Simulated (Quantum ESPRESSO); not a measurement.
# Magnetic state of LaSi2Ru3 from several starts

Wanted: the moments of LaSi2Ru3 and the energy of each order that was tried.

Method: LDA; plane waves with GBRV 1.5 LDA potentials, no spin-orbit coupling, in Quantum ESPRESSO 7.5.

## (1) Set-up

Symmetry: P6_3/m, No. 176, hexagonal system. Conventional cell: a = 5.676 Å, b = 5.676 Å, c = 7.120 Å, α = 90.00°, β = 90.00°, γ = 120.00°. La has 6 Si at 3.28 Å and 12 Ru at 3.28 to 3.42 Å and 2 La at 3.56 Å nearest. Nearest to Si lie 6 Ru at 2.39 to 2.45 Å and 3 Si at 3.28 Å and 3 La at 3.28 Å. Nearest to Ru lie 4 Si at 2.39 to 2.45 Å and 4 Ru at 2.76 to 2.93 Å and 4 La at 3.28 to 3.42 Å. Farther neighbours are not listed.

The cell comes from the Crystallography Open Database.

## (2) Run 1, typed as ferro ++++++

The signs are those of the starting moments on the seeded atoms, the atoms that are given a moment.

Input file pw.in:

```
&CONTROL
  calculation = 'scf'
  prefix = 'pwscf'
  outdir = './tmp'
  pseudo_dir = './pseudo'
  disk_io = 'nowf'
/
&SYSTEM
  ibrav = 0
  nat = 12
  ntyp = 3
  ecutwfc = 40
  ecutrho = 280
  nbnd = 89
  occupations = 'smearing'
  smearing = 'fd'
  degauss = 0.00734986
  nspin = 2
  starting_magnetization(1) = 0
  starting_magnetization(2) = 0
  starting_magnetization(3) = 0.0938
/
&ELECTRONS
  conv_thr = 2.4d-08
  electron_maxstep = 150
  mixing_beta = 0.3
/
ATOMIC_SPECIES
La    138.9055 la_lda_v1.uspp.F.UPF
Si     28.0850 si_lda_v1.uspp.F.UPF
Ru    101.0700 ru_lda_v1.2.uspp.F.UPF
CELL_PARAMETERS angstrom
   5.6760000000    0.0000000000    0.0000000000
  -2.8380000000    4.9155601919    0.0000000000
   0.0000000000    0.0000000000    7.1200000000
ATOMIC_POSITIONS crystal
La      0.0000000000    0.0000000000    0.0000000000
La      0.0000000000    0.0000000000    0.5000000000
Si      0.3333333333    0.6666666667    0.0000000000
Si      0.6666666667    0.3333333333    0.5000000000
Si      0.6666666667    0.3333333333    0.0000000000
Si      0.3333333333    0.6666666667    0.5000000000
Ru      0.4800000000    0.9900000000    0.2500000000
Ru      0.4900000000    0.4800000000    0.7500000000
Ru      0.0100000000    0.4900000000    0.2500000000
Ru      0.5200000000    0.0100000000    0.7500000000
Ru      0.5100000000    0.5200000000    0.2500000000
Ru      0.9900000000    0.5100000000    0.7500000000
K_POINTS automatic
6 6 6 0 0 0
```

Started as:

```
$ OMP_NUM_THREADS=1 mpirun -n 4 pw.x -nk 4 -in pw.in > pw.out
```

What it wrote:

```text
Program PWSCF v.7.5 starts

     Message from routine setup:
     using ibrav=0 with symmetry is DISCOURAGED, use correct ibrav instead

     K-points division:     npool     =       4
     Subspace diagonalization in iterative solution of the eigenvalue problem:

     G-vector sticks info
     --------------------
     sticks:   dense  smooth     PW     G-vecs:    dense   smooth      PW
     Sum        2221    1273    367               106139    45871    7079

     Using Slab Decomposition

     bravais-lattice index     =            0
     lattice parameter (alat)  =      10.7261  a.u.
     unit-cell volume          =    1340.5777 (a.u.)^3
     number of atoms/cell      =           12
     number of atomic types    =            3
     number of electrons       =       134.00
     number of Kohn-Sham states=           89
     kinetic-energy cutoff     =      40.0000  Ry
     charge density cutoff     =     280.0000  Ry
     scf convergence threshold =      2.4E-08
     mixing beta               =       0.3000
     number of iterations used =            8  plain     mixing
     Exchange-correlation= SLA  PZ   NOGX NOGC
                           (   1   1   0   0   0   0   0)

     celldm(1)=  10.726085  celldm(2)=   0.000000  celldm(3)=   0.000000
     celldm(4)=   0.000000  celldm(5)=   0.000000  celldm(6)=   0.000000

     crystal axes: (cart. coord. in units of alat)
               a(1) = (   1.000000   0.000000   0.000000 )
               a(2) = (  -0.500000   0.866025   0.000000 )
               a(3) = (   0.000000   0.000000   1.254405 )

     reciprocal axes: (cart. coord. in units 2 pi/alat)
               b(1) = (  1.000000  0.577350 -0.000000 )
               b(2) = (  0.000000  1.154701  0.000000 )
               b(3) = (  0.000000 -0.000000  0.797191 )

     PseudoPot. # 1 for La read from file:
     la_lda_v1.uspp.F.UPF
     Pseudo is Ultrasoft + core correction, Zval = 11.0
     Generated by new atomic code, or converted to UPF format
     Using radial grid of  995 points,  8 beta functions with:
                l(1) =   0
                l(2) =   0
                l(3) =   1
                l(4) =   1
                l(5) =   2
                l(6) =   2
                l(7) =   3
                l(8) =   3
     Q(r) pseudized with  8 coefficients,  rinner =    1.700   1.700   1.700
                                                       1.700   1.700   1.700
                                                       1.700

     PseudoPot. # 2 for Si read from file:
     si_lda_v1.uspp.F.UPF
     Pseudo is Ultrasoft + core correction, Zval =  4.0
     Generated by new atomic code, or converted to UPF format
     Using radial grid of  899 points,  6 beta functions with:
                l(1) =   0
                l(2) =   0
                l(3) =   1
                l(4) =   1
                l(5) =   2
                l(6) =   2
     Q(r) pseudized with  8 coefficients,  rinner =    0.900   0.900   0.900
                                                       0.900   0.900

     PseudoPot. # 3 for Ru read from file:
     ru_lda_v1.2.uspp.F.UPF
     Pseudo is Ultrasoft + core correction, Zval = 16.0
     Generated by new atomic code, or converted to UPF format
     Using radial grid of  967 points,  6 beta functions with:
                l(1) =   0
                l(2) =   0
                l(3) =   1
                l(4) =   1
                l(5) =   2
                l(6) =   2
     Q(r) pseudized with  8 coefficients,  rinner =    1.300   1.300   1.300
                                                       1.300   1.300

     atomic species   valence    mass     pseudopotential
     La               11.00   138.90550     La( 1.00)
     Si                4.00    28.08500     Si( 1.00)
     Ru               16.00   101.07000     Ru( 1.00)

     Starting magnetic structure
     atomic species   magnetization
     La              0.000
     Si              0.000
     Ru              0.094

     12 Sym. Ops., with inversion, found ( 6 have fractional translation)

   Cartesian axes

     site n.     atom                  positions (alat units)
         1        La     tau(   1) = (   0.0000000   0.0000000   0.0000000  )
         2        La     tau(   2) = (   0.0000000   0.0000000   0.6272023  )
         3        Si     tau(   3) = (  -0.0000000   0.5773503   0.0000000  )
         4        Si     tau(   4) = (   0.5000000   0.2886751   0.6272023  )
         5        Si     tau(   5) = (   0.5000000   0.2886751   0.0000000  )
         6        Si     tau(   6) = (  -0.0000000   0.5773503   0.6272023  )
         7        Ru     tau(   7) = (  -0.0150000   0.8573651   0.3136011  )
         8        Ru     tau(   8) = (   0.2500000   0.4156922   0.9408034  )
         9        Ru     tau(   9) = (  -0.2350000   0.4243524   0.3136011  )
        10        Ru     tau(  10) = (   0.5150000   0.0086603   0.9408034  )
        11        Ru     tau(  11) = (   0.2500000   0.4503332   0.3136011  )
        12        Ru     tau(  12) = (   0.7350000   0.4416730   0.9408034  )

     number of k points=    32  Fermi-Dirac smearing, width (Ry)=  0.0073
                       cart. coord. in units 2pi/alat
        k(    1) = (   0.0000000   0.0000000   0.0000000), wk =   0.0046296
        k(    2) = (   0.0000000   0.0000000   0.1328652), wk =   0.0092593
        k(    3) = (   0.0000000   0.0000000   0.2657303), wk =   0.0092593
        k(    4) = (   0.0000000   0.0000000  -0.3985955), wk =   0.0046296
        k(    5) = (   0.0000000   0.1924501   0.0000000), wk =   0.0277778
        [... 27 further k-points ...]

     Dense  grid:   106139 G-vectors     FFT dimensions: (  60,  60,  72)

     Smooth grid:    45871 G-vectors     FFT dimensions: (  45,  45,  60)

     Generating pointlists ...
     new r_m :   0.2382 (alat units)  2.5545 (a.u.) for type    1
     new r_m :   0.1735 (alat units)  1.8613 (a.u.) for type    2
     new r_m :   0.1735 (alat units)  1.8613 (a.u.) for type    3

     Initial potential from superposition of free atoms

     starting charge     127.9402, renormalised to     134.0000

     negative rho (up, down):  3.214E-01 2.809E-01
     Starting wfcs are  134 randomized atomic wfcs

     Self-consistent Calculation

     iteration #  1     ecut=    40.00 Ry     beta= 0.30
     Davidson diagonalization with overlap
     ethr =  1.00E-02,  avg # of iterations =  2.0

     negative rho (up, down):  2.975E-01 2.709E-01

     total energy              =   -1407.28701769 Ry
     estimated scf accuracy    <      11.86017922 Ry

     total magnetization       =     3.11 Bohr mag/cell
     absolute magnetization    =     3.60 Bohr mag/cell

     iteration #  2     ecut=    40.00 Ry     beta= 0.30
     Davidson diagonalization with overlap
     ethr =  8.85E-03,  avg # of iterations =  3.2

     negative rho (up, down):  2.932E-01 2.731E-01

     total energy              =   -1409.89666128 Ry
     estimated scf accuracy    <       2.76586769 Ry

     total magnetization       =     1.33 Bohr mag/cell
     absolute magnetization    =     1.93 Bohr mag/cell

     iteration #  3     ecut=    40.00 Ry     beta= 0.30
     Davidson diagonalization with overlap
     ethr =  2.06E-03,  avg # of iterations =  1.9

     negative rho (up, down):  2.842E-01 2.798E-01

     total energy              =   -1409.98862241 Ry
     estimated scf accuracy    <       0.34821648 Ry

     total magnetization       =     1.90 Bohr mag/cell
     absolute magnetization    =     2.44 Bohr mag/cell

     [... further iterations left out ...]

     iteration # 13     ecut=    40.00 Ry     beta= 0.30
     Davidson diagonalization with overlap
     ethr =  1.79E-08,  avg # of iterations =  3.0

     negative rho (up, down):  2.728E-01 2.727E-01

     total energy              =   -1410.13823177 Ry
     estimated scf accuracy    <       0.00000324 Ry

     total magnetization       =     0.00 Bohr mag/cell
     absolute magnetization    =     0.01 Bohr mag/cell

     iteration # 14     ecut=    40.00 Ry     beta= 0.30
     Davidson diagonalization with overlap
     ethr =  2.42E-09,  avg # of iterations =  2.9

     negative rho (up, down):  2.728E-01 2.727E-01

     total energy              =   -1410.13823254 Ry
     estimated scf accuracy    <       0.00000014 Ry

     total magnetization       =    -0.00 Bohr mag/cell
     absolute magnetization    =     0.00 Bohr mag/cell

     iteration # 15     ecut=    40.00 Ry     beta= 0.30
     Davidson diagonalization with overlap
     ethr =  1.06E-10,  avg # of iterations =  5.6

     negative rho (up, down):  2.728E-01 2.727E-01

     total energy              =   -1410.13823265 Ry
     estimated scf accuracy    <       0.00000009 Ry

     total magnetization       =     0.00 Bohr mag/cell
     absolute magnetization    =     0.00 Bohr mag/cell

     iteration # 16     ecut=    40.00 Ry     beta= 0.30
     Davidson diagonalization with overlap
     ethr =  6.44E-11,  avg # of iterations =  2.0

     negative rho (up, down):  2.728E-01 2.728E-01

     Magnetic moment per site  (integrated on atomic sphere of radius R)
     atom   1 (R=0.238)  charge=  8.6514  magn= -0.0000
     atom   2 (R=0.238)  charge=  8.6514  magn= -0.0000
     atom   3 (R=0.174)  charge=  2.0105  magn= -0.0000
     atom   4 (R=0.174)  charge=  2.0105  magn= -0.0000
     atom   5 (R=0.174)  charge=  2.0105  magn= -0.0000
     atom   6 (R=0.174)  charge=  2.0105  magn= -0.0000
     atom   7 (R=0.174)  charge= 13.1562  magn=  0.0001
     atom   8 (R=0.174)  charge= 13.1562  magn=  0.0001
     atom   9 (R=0.174)  charge= 13.1562  magn=  0.0001
     atom  10 (R=0.174)  charge= 13.1562  magn=  0.0001
     atom  11 (R=0.174)  charge= 13.1562  magn=  0.0001
     atom  12 (R=0.174)  charge= 13.1562  magn=  0.0001

     End of self-consistent calculation

     [... lines left out ...]
     the Fermi energy is    16.1912 ev

!    total energy              =   -1410.13823266 Ry
     estimated scf accuracy    <          5.3E-09 Ry
     smearing contrib. (-TS)   =      -0.02382366 Ry
     internal energy E=F+TS    =   -1410.11440900 Ry

     The total energy is F=E-TS. E is the sum of the following terms:
     one-electron contribution =    -449.37944791 Ry
     hartree contribution      =     299.78965135 Ry
     xc contribution           =    -270.72778454 Ry
     ewald contribution        =    -989.79682790 Ry

     total magnetization       =     0.00 Bohr mag/cell
     absolute magnetization    =     0.00 Bohr mag/cell

     convergence has been achieved in  16 iterations

=------------------------------------------------------------------------------=
   JOB DONE.
=------------------------------------------------------------------------------=
```

It took 5.8 min on 4 MPI ranks of Arm Neoverse V2, shared host; peak memory 1.9 GiB; 23 min of CPU time.

Spin moment in the atom's sphere by atom:

| atom | spin moment in the atom's sphere (μB) |
| --- | --- |
| La1 | 0.0000 |
| La2 | 0.0000 |
| Si3 | 0.0000 |
| Si4 | 0.0000 |
| Si5 | 0.0000 |
| Si6 | 0.0000 |
| Ru7 | 0.0001 |
| Ru8 | 0.0001 |
| Ru9 | 0.0001 |
| Ru10 | 0.0001 |
| Ru11 | 0.0001 |
| Ru12 | 0.0001 |

Numbers from this step:

```yaml
smearing_term_ts: 0.3241 eV
magnetization: 0 μB
absolute_magnetization: 0 μB
final_state: non-magnetic
```

(Part 1 of 2 ends here.)

[Logs and program files are shortened in this print: banners, set-up blocks, solver, clock and traceback lines can be left out without a mark of their own.]

[Logs are printed without paths, hosts, clocks, repeated set-up lines and the standing remarks that a program may print on its own settings, such as how far it seeks lower states.]

[Hosts, paths, dates, database ids (printed as entryN), source tags and the programs' standing remarks are cut or masked in the printed files.]

[Where a cell is said to come from a database of computed structures, the database is the Materials Project.]
